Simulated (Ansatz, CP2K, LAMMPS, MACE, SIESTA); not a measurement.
## Amorphous 59Ga2O3-41P2O5 (mol %) (128 atoms): runs against a plane-wave reference

Density of this cell: 4.08 g/cm³. The cell holds 128 atoms: 26 Ga, 18 P and 84 O. Its edges and angles: a = 11.480 Å, b = 11.480 Å, c = 11.480 Å, α = 90.0°, β = 90.0°, γ = 90.0°. 128 atoms (26 Fe, 18 P, 84 O) placed at random at 3.33 g/cm³, melted at 5000 K for 10 ps at fixed volume with the Morse and Coulomb pair potential with partial charges (Pedone, Malavasi, Menziani, Cormack and Segre, J. Phys. Chem. B 110, 11780 (2006)). Quenched from 5000 K to 300 K at 100 K/ps and fixed volume, held 10 ps at zero pressure, then minimised at fixed cell. Then Fe was replaced by Ga and the cell scaled by 1.005 (the potential has no terms for the new elements, so the cell is a start for a DFT relaxation).

Geometry: as built.

The reference, a calculation:

```
method                                           : Kohn-Sham DFT, PBE, PAW, plane waves (Ansatz 0.2.0); cutoff 420 eV, Γ point, fermi-dirac smearing of 0.05 eV; PAW set soft_2
r.m.s. force component                           : 1.097 eV/Å
longest force                                    : 4.733 eV/Å
gap (highest filled to lowest empty level) : 1.07 eV
SCF cycles                                       : 10
time                                             : 16 s on 16 threads of Arm Neoverse N1, shared host
CPU time                                         : 3.9 min
```

Q: Estimate the differences from the reference, the CPU time and the memory of each run.
- CP2K PBE, SZV-MOLOPT-SR, 600/40 Ry, OT DIIS (CP2K 2026.2; 4 MPI ranks)
- CP2K PBE, DZVP-MOLOPT-SR, 600/40 Ry, OT DIIS (CP2K 2026.2; 4 MPI ranks)
- SIESTA PBE, SZ, shift 0.02 Ry, mesh 350 Ry (SIESTA 5.4.2; 4 MPI ranks)
- SIESTA PBE, DZP, shift 0.01 Ry, mesh 350 Ry (SIESTA 5.4.2; 4 MPI ranks)
- MACE MP-0b2 small potential (MACE MP-0b2 small; 4 threads)

Differences are against the plane-wave reference, forces as r.m.s. over components; share is that over the reference's r.m.s. force, slope the least-squares factor from reference forces to these. Total energies of different programs have different zeros and aren't compared.

| run | Δ force, r.m.s. (meV/Å) | share (%) | slope | Δ gap (eV) | cores | CPU time | memory (GiB) |
| --- | --- | --- | --- | --- | --- | --- | --- |
| reference | - | - | - | - | 16 | 3.9 min | 2.7 |
| CP2K PBE, SZV-MOLOPT-SR, 600/40 Ry, OT DIIS (coarse) | 3152 | 287 | 2.909 | -0.56 | 4 | 14 min | 3.4 |
| CP2K PBE, DZVP-MOLOPT-SR, 600/40 Ry, OT DIIS | 87.2 | 7.95 | 1.034 | -0.150 | 4 | 58 min | 4.4 |
| SIESTA PBE, SZ, shift 0.02 Ry, mesh 350 Ry (coarse) | 3063 | 279 | 2.863 | -0.489 | 4 | 3.1 min | 1.4 |
| SIESTA PBE, DZP, shift 0.01 Ry, mesh 350 Ry | 275 | 25.0 | 1.185 | -0.220 | 4 | 17 min | 3.0 |
| MACE MP-0b2 small potential | 173 | 15.8 | 0.889 | - | 4 | 12 s | 0.74 |

Rows marked coarse were listed beforehand as settings not expected to be converged; some can still land near the reference.

Times of the machine-learned potentials are mostly Python's start and the loading of weights.

CPU time is summed over cores on a shared host, where runs went side by side, so it is rough. Symmetry, cutoffs, thresholds, outputs and thread counts weren't matched or tuned between programs; memory under MPI is the largest rank's times the ranks.

The PBE runs in local orbitals, coarse settings apart, differ by 7.9 % (CP2K PBE, DZVP-MOLOPT-SR, 600/40 Ry, OT DIIS) to 25 % (SIESTA PBE, DZP, shift 0.01 Ry, mesh 350 Ry); basis, grid and potentials can all enter. Machine-learned potentials differ by 16 % (MACE MP-0b2 small potential); they were trained on other programs' data. CP2K PBE, DZVP-MOLOPT-SR, 600/40 Ry, OT DIIS needed 94 SCF steps, so its time overstates the method's usual cost. Runs with settings chosen to be coarse differ by 279 % (SIESTA PBE, SZ, shift 0.02 Ry, mesh 350 Ry) to 287 % (CP2K PBE, SZV-MOLOPT-SR, 600/40 Ry, OT DIIS), their programs' other errors included. Machine-learned potentials mimic data converged in k, so the reference's own k-point error enters their differences. The network of bonds at the start is that of the classical potential that made the cell, and needn't be the one that DFT or experiment would give. The electronic-structure runs sample only Γ, in a cell whose shortest periodic width is 11 Å.

[Logs are printed without paths, hosts, clocks, repeated set-up lines and the standing remarks that a program may print on its own settings, such as how far it seeks lower states.]

[Hosts, paths, dates, database ids (printed as entryN), source tags and the programs' standing remarks are cut or masked in the printed files.]
